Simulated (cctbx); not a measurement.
# Reading a Patterson map

Space group Cmcm (no. 63), a = 2.5820 Å, b = 12.2030 Å, c = 3.7730 Å, α = 90.00°, β = 90.00°, γ = 90.00°, content Cu8 Ni4.

The data are simulated with cctbx, not measured: Cu Kα, λ = 1.54184 Å, to d = 0.8 Å, 80 % of the full sphere, strongest reflection 70000 counts, noise from counting, a 4 % proportional error and a noise floor of 2 counts (s.d.); no absorption.

Patterson synthesis, origin scaled to 1000:

```text
Patterson group C m m m
      u       v       w   height  length (A)
  0.000   0.000   0.000   1000.0     0.00
  0.000   0.331   0.000    841.9     4.04
  0.000   0.135   0.500    470.1     2.50
  0.000   0.458   0.500    441.0     5.90
  0.000   0.201   0.500    364.4     3.09
```

**Question.** Which atom pairs make the peaks, and where is the heaviest atom?

A peak at u stands for all pairs with xi − xj = u, with weight Σ ZiZj against Σ Z² = 9864 at the origin. Peak heights follow these weights only roughly, since form factors, motion and series ripples differ, all vectors within 0.55 Å of a peak are counted as merged into it though the farther ones add only part of their weight, and F(000) is left out, which lowers the whole map:

| u | v | w | shortest length (Å) | height | 1000 ΣZiZj/ΣZ² | pairs in the cell |
| --- | --- | --- | --- | --- | --- | --- |
| 0.000 | 0.331 | 0.000 | 2.43 | 842 | 1000 | 8 × Cu–Ni, 4 × Cu–Cu |
| 0.000 | 0.135 | 0.500 | 2.50 | 470 | 500 | 4 × Cu–Cu, 2 × Ni–Ni |
| 0.000 | 0.458 | 0.500 | 2.34 | 441 | 500 | 4 × Cu–Ni, 2 × Cu–Cu |
| 0.000 | 0.201 | 0.500 | 3.09 | 364 | 500 | 4 × Cu–Ni, 2 × Cu–Cu |

The table stops at ten peaks or at a height of 45, below which ripples compete. In the model behind the data Cu, the heaviest element, has 2 independent sites: (1/2, 0.5911, 3/4) and (0, 0.7770, 3/4), up to an allowed shift of origin; the Cu–Cu vectors are differences of these positions and their symmetry mates. Elements of similar Z can't be told apart from the map alone. The whole model:

```csv
atom,mult.,x,y,z,Ueq (Å²)
Cu1,4,1/2,0.5911,3/4,0.0243
Cu2,4,0,0.7770,3/4,0.0228
Ni1,4,1/2,0.9462,3/4,0.0287
```

The model is made up (kin elements in a known structure type, no relaxation), so it says nothing on whether the phase exists.

[Logs are printed without paths, hosts, clocks, repeated set-up lines and the standing remarks that a program may print on its own settings, such as how far it seeks lower states.]
